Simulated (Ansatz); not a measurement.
## 1T-IrSeTe bilayer (like faces together) in a perpendicular field

What dipole does a perpendicular field induce in the 1T-IrSeTe bilayer (like faces together)? A positive field points along +c.

Method: plane-wave DFT, PBE-D3(BJ), Ansatz PAW, in Ansatz 0.2.0.

### Step 1. The starting structure

The cell holds 6 atoms: 2 Te, 2 Ir and 2 Se. Cell: a = 3.685 Å, b = 3.685 Å, c = 48.806 Å, α = 90.0°, β = 90.0°, γ = 120.0°. Regions: layer 1: 1T-IrSeTe, 3 atoms (1 Te, 1 Ir and 1 Se); layer 2: 1T-IrSeTe, 3 atoms (1 Te, 1 Ir and 1 Se). Vacuum lies along c.

### Step 2. Relaxation

The starting cell is a guess, so the in-plane lattice and the atoms are relaxed first, with the slab cut off from its images along the normal.

input.yaml

```yaml
crystal:
  lattice:
    - [3.685307, 0.0, 0.0]
    - [-1.8426535, 3.1915694827, 0.0]
    - [0.0, 0.0, 48.8056580363]
  atoms:
    - { symbol: Te, position: [0.6666666667, 0.3333333333, 0.4087640819] }
    - { symbol: Ir, position: [0.0, 0.0, 0.4417794008], spin: 1.0 }
    - { symbol: Se, position: [0.3333333333, 0.6666666667, 0.4682413871] }
    - { symbol: Te, position: [0.0, 0.0, 0.5912359181] }
    - { symbol: Ir, position: [0.3333333333, 0.6666666667, 0.5582205992], spin: 1.0 }
    - { symbol: Se, position: [0.6666666667, 0.3333333333, 0.5317586129] }
  periodic: [true, true, false]
magnetization:
  spin_polarized: true
kpoints:
  mp_grid: { grid: [12, 12, 1] }
hamiltonian:
  xc: pbe
  dispersion: d3bj
scf:
  occupations: { method: fermi_dirac, width: 0.05 }
  convergence: { dr2_threshold: 1.0e-09 }
relax:
  f_tol: 0.004
  max_steps: 90
  cell: {}
output:
  write_potential: true
  write_density: true
  volumetric_format: npy
```

Started as:

```
> ansatz run input.yaml --threads 4 --pin off --max-ram 12288MiB --backend cpu --events-out ev --progress --plain --runs-dir out
```

Numbers of over 12 decimals in the logs are rounded to 6 here.

The program printed:

```text
Warning: relax.cell: scf.convergence.dr2_threshold = 1e-9 eV is looser than the 1.67867898629e-10 eV advised for a relaxation that steers and ends on the stress (1e-10 eV for each atom of the cell: 6, times the square of relax.cell.stress_2d_tol = 0.05 N/m over 18.9 Å (the atoms' height at the walk's start and 5 Å past either face), 2.645e-2 GPa, over a crystal's default 0.05). What an SCF threshold leaves in a stress goes as its square root, and in the free energy as the threshold itself, and one threshold admits the most on a small cell: [figures from the program's tests cut] Set scf.convergence.dr2_threshold to 1.67867898629e-10 eV or tighter. [rest of the remark cut]
Engine: ansatz 0.2.0, aarch64-unknown-linux-gnu
Pseudopotentials: kind: paw
Pseudopotential: Te, paw, valence charge 16, recommended cutoff 420 eV (normal), Te.paw.azcp
Pseudopotential: Ir, paw, valence charge 17, recommended cutoff 420 eV (normal), Ir.paw.azcp
Pseudopotential: Se, paw, valence charge 16, recommended cutoff 420 eV (normal), Se.paw.azcp
Functional definition: PBE
  parameter kappa = 0.804
  parameter beta = 0.066725
  exchange = pbe_x(kappa = kappa, mu = beta*pi^2/3)
  correlation = pbe_c(beta = beta)
Crystal: 6 atoms, lattice volume = 574.048 Å³
Basis set: ecut = 420 eV, 11239 PW (Γ), exchange–correlation on 50×50×720 points (8 copies of the dense FFT grid, shifted against one another)
Bands: 60, of which v1, the nominal top of the filled ones, is band 49 counted from 1 (48 counted from 0)
Symmetry: 6 space group operations
Space group: P3m1 (ITA 156), of the structure as read, at distance tolerance 8.3e-5 Å
Magnetic group: BNS 156.49 (UNI 1279), of the structure as read, at distance tolerance 8.3e-5 Å
k-points: 19 of 144 (time reversal used)
Non-local potential: Te, projectors of the file, l = 0: 2, l = 1: 2, l = 2: 2, l = 3: 2
Non-local potential: Ir, projectors of the file, l = 0: 3, l = 1: 2, l = 2: 2, l = 3: 1
Non-local potential: Se, projectors of the file, l = 0: 2, l = 1: 2, l = 2: 3, l = 3: 1
PAW form: soft (Blöchl's): semilocal exchange-correlation on the pseudo side does not see the compensation charge
PAW one-centre angular grid: Te, 590 points (default); XC on 64 Gauss nodes
PAW one-centre angular grid: Ir, 590 points (default); XC on 64 Gauss nodes
PAW one-centre angular grid: Se, 590 points (default); XC on 64 Gauss nodes
Initial density: superposition of atomic densities (neutral atoms: chi_scale 0, normalization atom)
Starting moments: Σ|m| = 2 μB on 2 of 6 sites
Initial wavefunctions: pseudopotential atomic-orbital guess
Functional: x = pbe(κ = 0.804, μ = 0.219515), c = pbe(β = 0.066725)
iter 1 solved again at ethr=2.89e-3 eV; its pass at ethr=3.10e-3 eV (dr2=2.83e0 eV) is discarded
SCF iter   1: F=—  HF=-48770.510041 eV  |F-HF|=—  |Δ(HF+E_count)|=         —  Δρ=1.08e-2 (↑1.04e-2 ↓1.08e-2)  dr2=2.92e0  dr2_m=1.07e-1  M=1.233 μB ∫|m|=1.296 μB  β_m=0.30  ethr=2.89e-3  ⟨swp⟩=2.0  Hψ=17722  notcnv=0
Mixer restart at iter 1: flushing history
preconditioner: auto → LDOS  [metal: Δε(μ)=0.012 eV  Ē_g=9.016 eV  σ=0.050 eV  W_gap=0.06  n_scr=72 (ndim 8)  ℏωp=10.0 eV  f_vac=0.735  D(μ)=5.44/eV (n_scr^D=20)]
spin=Collinear: LDOS preconditioning applied to the charge; magnetization (m = ρ↑ − ρ↓) channel mixes plain (no charge-response kernel on spin).
SCF iter   2: F=—  HF=-48771.037082 eV  |F-HF|=—  |Δ(HF+E_count)|=   5.27e-1  Δρ=8.05e-3 (↑7.74e-3 ↓8.05e-3)  dr2=1.30e0  dr2_m=7.97e-2  M=1.107 μB ∫|m|=1.162 μB  β_m=0.60  ethr=2.89e-3  ⟨swp⟩=3.4  Hψ=4071  notcnv=0  defer=22
SCF iter   3: F=—  HF=-48771.879846 eV  |F-HF|=—  |Δ(HF+E_count)|=   8.43e-1  Δρ=2.79e-3 (↑2.79e-3 ↓2.11e-3)  dr2=3.87e-2  dr2_m=2.67e-2  M=0.622 μB ∫|m|=0.668 μB  β_m=0.69  ethr=1.33e-3  ⟨swp⟩=4.1  Hψ=4173  notcnv=0  defer=148
SCF iter   4: F=—  HF=-48771.988751 eV  |F-HF|=—  |Δ(HF+E_count)|=         —  Δρ=2.77e-3 (↑2.62e-3 ↓2.77e-3)  dr2=5.26e-3  dr2_m=3.76e-2  M=0.125 μB ∫|m|=0.157 μB  β_m=0.69  ethr=3.95e-5  ⟨swp⟩=3.3  Hψ=5207  notcnv=0  defer=192
SCF iter   5: F=—  HF=-48771.983644 eV  |F-HF|=—  |Δ(HF+E_count)|=   5.11e-3  Δρ=7.31e-4 (↑7.31e-4 ↓7.26e-4)  dr2=1.01e-3  dr2_m=2.38e-3  M=0.046 μB ∫|m|=0.059 μB  β_m=0.79  ethr=5.37e-6  ⟨swp⟩=3.3  Hψ=5011  notcnv=0  defer=192
SCF iter   6: F=—  HF=-48771.984769 eV  |F-HF|=—  |Δ(HF+E_count)|=   1.12e-3  Δρ=1.29e-4 (↑1.06e-4 ↓1.29e-4)  dr2=1.01e-4  dr2_m=6.00e-5  M=0.011 μB ∫|m|=0.015 μB  β_m=0.80  ethr=1.03e-6  ⟨swp⟩=3.1  Hψ=4618  notcnv=0  defer=192
SCF iter   7: F=—  HF=-48771.984835 eV  |F-HF|=—  |Δ(HF+E_count)|=   6.60e-5  Δρ=3.29e-5 (↑3.02e-5 ↓3.29e-5)  dr2=6.67e-6  dr2_m=4.26e-6  M=0.004 μB ∫|m|=0.005 μB  β_m=0.90  ethr=1.03e-7  ⟨swp⟩=3.9  Hψ=5109  notcnv=0  defer=192
SCF iter   8: F=—  HF=-48771.984848 eV  |F-HF|=—  |Δ(HF+E_count)|=   1.33e-5  Δρ=7.79e-6 (↑6.46e-6 ↓7.79e-6)  dr2=9.84e-7  dr2_m=8.71e-8  M=0.001 μB ∫|m|=0.001 μB  β_m=0.80  ethr=6.81e-9  ⟨swp⟩=3.1  Hψ=4741  notcnv=0  defer=192
SCF iter   9: F=—  HF=-48771.984848 eV  |F-HF|=—  |Δ(HF+E_count)|=   5.78e-8  Δρ=2.86e-6 (↑2.05e-6 ↓2.86e-6)  dr2=9.98e-8  dr2_m=1.68e-8  M=0.000 μB ∫|m|=0.000 μB  β_m=0.75  ethr=1.00e-9  ⟨swp⟩=3.4  Hψ=5004  notcnv=0  defer=192
SCF iter  10: F=—  HF=-48771.984848 eV  |F-HF|=—  |Δ(HF+E_count)|=   1.35e-7  Δρ=9.59e-7 (↑9.04e-7 ↓9.59e-7)  dr2=5.17e-9  dr2_m=3.77e-9  M=0.000 μB ∫|m|=0.000 μB  β_m=0.85  ethr=1.02e-10  ⟨swp⟩=3.8  Hψ=5142  notcnv=0  defer=192
SCF iter  11: F=—  HF=-48771.984849 eV  |F-HF|=—  |Δ(HF+E_count)|=   5.65e-8  Δρ=3.08e-7 (↑3.08e-7 ↓3.06e-7)  dr2=1.65e-9  dr2_m=2.54e-10  M=0.000 μB ∫|m|=0.000 μB  β_m=0.77  ethr=5.27e-12  ⟨swp⟩=3.8  Hψ=5297  notcnv=0  defer=192
SCF iter  12: F=-48771.984849 eV  HF=-48771.984849 eV  |F-HF|=1.49e-9  |Δ(HF+E_count)|=   6.18e-9  Δρ=9.31e-8 (↑8.19e-8 ↓9.31e-8)  dr2=1.29e-10  dr2_m=2.27e-11  M=0.000 μB ∫|m|=0.000 μB  ethr=1.02e-12  ⟨swp⟩=7.7  Hψ=16298  notcnv=0
WARN: the starting moments were not kept: the SCF closed with an absolute magnetisation of 1.2e-5 μB, where they sum to 2 μB in size (2 sites). That is at most 0.1 of that sum. Measured as dr2_m measures the in/out step, that magnetisation stands 6.9e-12 eV from none, at or under the dr2_threshold of 1.0e-9 eV: it is no larger than a step whose dr2_m would equal this threshold. The system may hold no moment; this SCF [...]
SCF 1 converged in 12 iterations: F = -48771.984849 eV  dr2 = 1.29e-10
  greatest PAW one-centre occupation: 1.000 electrons in one spin orbital (limit 2), on the Ir atom at site 1 (counted from 0), in its partial waves of l = 0
[...]
SCF iter   2: F=—  HF=-48772.065347 eV  |F-HF|=—  |Δ(HF+E_count)|=   8.22e-3  Δρ=3.40e-5 (↑3.40e-5 ↓3.40e-5)  dr2=1.40e-6  dr2_m=2.41e-12  M=0.000 μB ∫|m|=0.000 μB  β_m=0.54  ethr=7.26e-9  ⟨swp⟩=4.5  Hψ=6296  notcnv=0  defer=8
SCF iter   3: F=—  HF=-48772.066860 eV  |F-HF|=—  |Δ(HF+E_count)|=   1.51e-3  Δρ=1.57e-5 (↑1.57e-5 ↓1.57e-5)  dr2=3.54e-7  dr2_m=6.51e-13  M=0.000 μB ∫|m|=0.000 μB  β_m=0.77  ethr=1.42e-9  ⟨swp⟩=3.5  Hψ=4269  notcnv=0  defer=14
SCF iter   4: F=—  HF=-48772.067542 eV  |F-HF|=—  |Δ(HF+E_count)|=   6.82e-4  Δρ=4.13e-7 (↑4.13e-7 ↓4.13e-7)  dr2=9.46e-9  dr2_m=8.68e-15  M=0.000 μB ∫|m|=0.000 μB  β_m=0.73  ethr=3.61e-10  ⟨swp⟩=3.7  Hψ=4752  notcnv=0  defer=28
SCF iter   5: F=—  HF=-48772.067545 eV  |F-HF|=—  |Δ(HF+E_count)|=   3.00e-6  Δρ=1.62e-7 (↑1.62e-7 ↓1.62e-7)  dr2=1.43e-9  dr2_m=8.66e-15  M=0.000 μB ∫|m|=0.000 μB  β_m=0.76  ethr=9.65e-12  ⟨swp⟩=5.3  Hψ=6333  notcnv=0  defer=36
iter 6 met the thresholds in force, and the SCF goes on: an eigenvalue changes by 3.21 meV, over its tolerance of 0.05 meV (output.eigenvalues, Limitations)
SCF iter   6: F=-48772.067545 eV  HF=-48772.067545 eV  |F-HF|=4.45e-8  |Δ(HF+E_count)|=   3.41e-7  Δρ=5.16e-8 (↑5.16e-8 ↓5.15e-8)  dr2=6.41e-11  dr2_m=3.81e-15  M=0.000 μB ∫|m|=0.000 μB  β_m=0.79  ethr=1.02e-12  ⟨swp⟩=18.9  Hψ=18312  notcnv=0
iter 7 met the thresholds in force, and the SCF goes on: an eigenvalue changes by 3.28 meV, over its tolerance of 0.05 meV (output.eigenvalues, Limitations)
SCF iter   7: F=-48772.067545 eV  HF=-48772.067545 eV  |F-HF|=4.14e-9  |Δ(HF+E_count)|=   4.07e-8  Δρ=2.12e-8 (↑2.11e-8 ↓2.12e-8)  dr2=3.59e-11  dr2_m=2.68e-16  M=0.000 μB ∫|m|=0.000 μB  β_m=1.00  ethr=1.00e-12  ⟨swp⟩=9.7  Hψ=12683  notcnv=0
Mixer restart at iter 7: flushing history
SCF iter   8: F=-48772.067545 eV  HF=-48772.067545 eV  |F-HF|=3.67e-9  |Δ(HF+E_count)|=   4.26e-9  Δρ=7.36e-8 (↑7.35e-8 ↓7.36e-8)  dr2=3.58e-9  dr2_m=1.54e-16  M=0.000 μB ∫|m|=0.000 μB  β_m=1.00  ethr=1.00e-12  ⟨swp⟩=1.0  Hψ=2280  notcnv=0  κ⁻¹=1.0e0(r=1)
SCF iter   9: F=-48772.067545 eV  HF=-48772.067545 eV  |F-HF|=5.75e-9  |Δ(HF+E_count)|=  7.28e-11  Δρ=7.80e-8 (↑7.80e-8 ↓7.80e-8)  dr2=5.93e-9  dr2_m=2.35e-17  M=0.000 μB ∫|m|=0.000 μB  β_m=1.00  ethr=1.00e-12  ⟨swp⟩=1.1  Hψ=2282  notcnv=0  κ⁻¹=1.3e-2(r=2)
SCF iter  10: F=-48772.067545 eV  HF=-48772.067545 eV  |F-HF|=8.73e-10  |Δ(HF+E_count)|=  4.80e-10  Δρ=1.76e-8 (↑1.76e-8 ↓1.76e-8)  dr2=9.86e-11  dr2_m=1.46e-17  M=0.000 μB ∫|m|=0.000 μB  ethr=1.00e-12  ⟨swp⟩=8.4  Hψ=11605  notcnv=0
the starting moments were not kept: the SCF closed with an absolute magnetisation of 8.0e-9 μB, where they sum to 2 μB in size (2 sites). That is at most 0.1 of that sum. Measured as dr2_m measures the in/out step, that magnetisation stands 2.8e-18 eV from none, at or under the dr2_threshold of 1.0e-9 eV: it is no larger than a step whose dr2_m would equal this threshold.
SCF 9 converged in 10 iterations: F = -48772.067545 eV  dr2 = 9.86e-11
relax step   9: F+E_penalty+E_count = -48772.06754544 eV  Δ(F+E_penalty+E_count) = -5.977e-4 eV  max|allowed force component| = 7.013e-4 eV/Å  Δτ_max = 0.0000 Å  P = -0.009 N/m  Ω = 586.949 Å³  fix = [c, alpha, beta]  reactions: c -0.000 N/m  stress off target by 8.57e-3 N/m on what of the cell is left free  SCF on the basis re-selected at this cell (its energy is not comparable with the rows above)  (10 SCF iters)
basis re-selected at this cell: Δ(F+E_penalty+E_count) = -5.977e-4 eV, ΔP = -0.005 N/m vs the last step (what re-selecting the basis moved, of the pressure what is left beyond the Pulay correction that the steps carried, after the strain that the cell walked since its last selection, with what the two solves' SCF thresholds leave and, on support functions, any second-order correction that the steps lacked; it is no m [...]
WARN: The output density's exchange-correlation potential varies sharply where the density is thin. Do not read a vacuum level from v_tot or v_xc, or from such a field of the output density. On a cell that repeats whose density bears no net charge and no dipole along the vacuum's axis use v_es (v_loc + v_h of the components); under efield.dipole_correction with no amplitude use v_es + v_field, which holds any externa [...]
SCF converged after 10 iterations
an eigenvalue changed by more than its tolerance at an iteration that met the thresholds in force, so the SCF went on 2 times, its first undamped step at iteration 7: the last check found none over its tolerance
Magnetization: 0.0000 μB (49.0000 up, 49.0000 down)
Absolute magnetization: 0.0000 μB (∫|ρ↑−ρ↓|, with the PAW one-centre terms)
Spin contamination: 0.0000 ħ² per cell (⟨S²⟩ above its minimum at these occupations)
Per-site moments (μB) at R_I (Å): [(9.859227520595349e-10, 1.098601), (7.040908141573348e-10, 1.028239), (8.941703443575737e-10, 1.028239), (5.891268005930033e-10, 1.096189), (7.897100586283489e-10, 1.030823), (5.084345321849344e-10, 1.030823)]
Free energy (F): -48772.067545 eV
Harris-Foulkes:  -48772.067545 eV  (|F-HF|=8.73e-10)
Internal energy: -48772.022936 eV  (E = F + TS)
E sigma→0 (E₀):  -48772.045241 eV
Entropy (-TS):   -0.044609 eV (-7.435 meV/atom)
Fermi energy:    -4.782744 eV
--- Per-component energies (eV) ---
  E_band       = -3316.095248
  E_kinetic    = 1847.687305
  E_local      = -645415.170109  (includes V_loc(G=0)·N_el)
  E_nonlocal   = -1661.099202
  E_hartree    = 321854.851950
  E_xc         = -992.394574
  E_vxc        = -1004.154100  (∫ρ·V_xc dr)
  E_paw        = -31598.527350  (= ΣΔE_a)
  E_vpaw       = -793.065810  (= ΣTr[D̂ρ^β])
  E_aug_tail   = -0.001402  (compensation charges beyond the density's cutoff)
  E_ewald      = 307195.045684
  E_disp       = -2.415237  (pairwise vdW)
  E_smearing   = -0.044609  (= −TS)
  E_closure    = -0.000000  (closes the sum)
  Σ components = -48772.067545   (vs F -48772.067545, Δ=0.00e0)
--- Forces (eV/Å), atoms counted from 1 ---
  atom   1  Te     0.00000000     0.00000000     0.00021682
  atom   2  Ir    -0.00000000    -0.00000000    -0.00006096
  atom   3  Se    -0.00000000    -0.00000000     0.00043994
  atom   4  Te     0.00000000     0.00000000    -0.00025927
  atom   5  Ir    -0.00000000    -0.00000000     0.00036493
  atom   6  Se    -0.00000000    -0.00000000    -0.00070132
  max |Σ_I F_I| component: 1.30e-7 eV/Å
--- 2D stress c σ (N/m, compression-positive) ---
       -0.008568      -0.000000      -0.000000
       -0.000000      -0.008568       0.000000
       -0.000000       0.000000      -0.000000
  P = ½ c Tr σ = -0.0086 N/m
--- Band table (eV; the first three rows and the last of 38) ---
  k-point 0 ↑: bands = [... 45 lower, -4.7503, -4.7503, -4.5148, -4.5148, -4.3634, -1.5368, -1.5368, -1.2944, ... 7 higher]
  k-point 1 ↑: bands = [... 45 lower, -5.3051, -4.7069, -4.6424, -4.4686, -3.8977, -2.1121, -1.8948, -1.7100, ... 7 higher]
  k-point 2 ↑: bands = [... 45 lower, -5.5331, -4.7818, -4.6997, -4.4492, -4.0114, -2.8889, -2.5221, -2.0044, ... 7 higher]
  k-point 18 ↓: bands = [... 45 lower, -6.3438, -5.4725, -5.4065, -5.0934, -5.0417, -3.4846, -3.4312, -2.3141, ... 7 higher]
  the weakly bound empty levels are not read free of the cell's end (no_gap_told)
--- Relaxed structure (8 steps of the walk, 8 accepted, 1 SCFs on fresh bases) ---
  F+E_penalty+E_count = -48772.06754544 eV   max|allowed force component| = 7.013e-4 eV/Å   (the final SCF, on the basis selected at the relaxed cell)
  cell:  # Å, volume = 586.9494 Å³
    - [3.726490, 0.0, 0]
    - [-1.863245, 3.227235, 0]
    - [0, 0, 48.8056580363]
  atoms:
    - { symbol: Te, position: [0.666667, 0.333333, 0.414732] }
    - { symbol: Ir, position: [0, 0, 0.446895] }
    - { symbol: Se, position: [0.333333, 0.666667, 0.472688] }
    - { symbol: Te, position: [0, 0, 0.585217] }
    - { symbol: Ir, position: [0.333333, 0.666667, 0.553257] }
    - { symbol: Se, position: [0.666667, 0.333333, 0.527211] }
```

The job ended after 5.3 min (4 threads of Arm Neoverse V2, shared host; peak memory 1.6 GiB).

The steps of the relaxation:

| step | energy less that of the first step (eV) | largest force component (eV/Å) | volume (Å³) |
| --- | --- | --- | --- |
| 1 | 0.0000 | 0.2172 | 574.05 |
| 2 | -0.0676 | 0.2142 | 577.80 |
| 3 | -0.0715 | 0.2508 | 585.19 |
| 4 | -0.0785 | 0.1490 | 582.82 |
| 5 | -0.0799 | 0.1068 | 582.96 |
| 6 | -0.0819 | 0.0136 | 585.63 |
| 7 | -0.0821 | 0.0081 | 587.17 |
| 8 | -0.0821 | 0.0007 | 586.95 |
| 9* | -0.0827 | 0.0007 | 586.95 |

Relaxation steps marked * repeat the geometry before them on a plane-wave basis chosen anew for their cell, so energy and pressure can jump there.

Forces are held to the 6 operations that the run works with; a distortion that breaks them can't arise in this run.

| cell as run | before | after | change |
| --- | --- | --- | --- |
| a (Å) | 3.685 | 3.726 | +1.1 % |
| b (Å) | 3.685 | 3.726 | +1.1 % |

The atoms that moved most (Å, along periodic axes as changes of fractional coordinates times the final cell, across vacuum about the mean position):

| atom | dx | dy | dz | length |
| --- | --- | --- | --- | --- |
| Te4 | 0.000 | 0.000 | -0.294 | 0.294 |
| Te1 | 0.000 | 0.000 | 0.291 | 0.291 |
| Ir2 | 0.000 | 0.000 | 0.250 | 0.250 |
| Ir5 | 0.000 | 0.000 | -0.242 | 0.242 |
| Se6 | 0.000 | 0.000 | -0.222 | 0.222 |
| Se3 | 0.000 | 0.000 | 0.217 | 0.217 |

Final coordinates:

```xyz
6
Lattice="3.7265 0.0000 0.0000 -1.8632 3.2272 0.0000 0.0000 0.0000 48.8057" Properties=species:S:1:pos:R:3
Te    1.8632    1.0757   20.2413
Ir    0.0000    0.0000   21.8110
Se    0.0000    2.1515   23.0698
Te    0.0000    0.0000   28.5619
Ir    0.0000    2.1515   27.0021
Se    1.8632    1.0757   25.7309
```

Numbers from this step:

* energy at zero smearing: -48772.0452 eV

The lattice constant a goes from 3.685 to 3.726 Å.

(Part 1 of 3 ends here.)

[Logs are printed without paths, hosts, clocks, repeated set-up lines and the standing remarks that a program may print on its own settings, such as how far it seeks lower states.]

[Hosts, paths, dates, database ids (printed as entryN), source tags and the programs' standing remarks are cut or masked in the printed files.]

[Maps of the electrostatic potential energy from Ansatz leave out the sawtooth potential of an applied field or a dipole correction, so their vacuum need not be flat; planar profiles and work functions include it.]
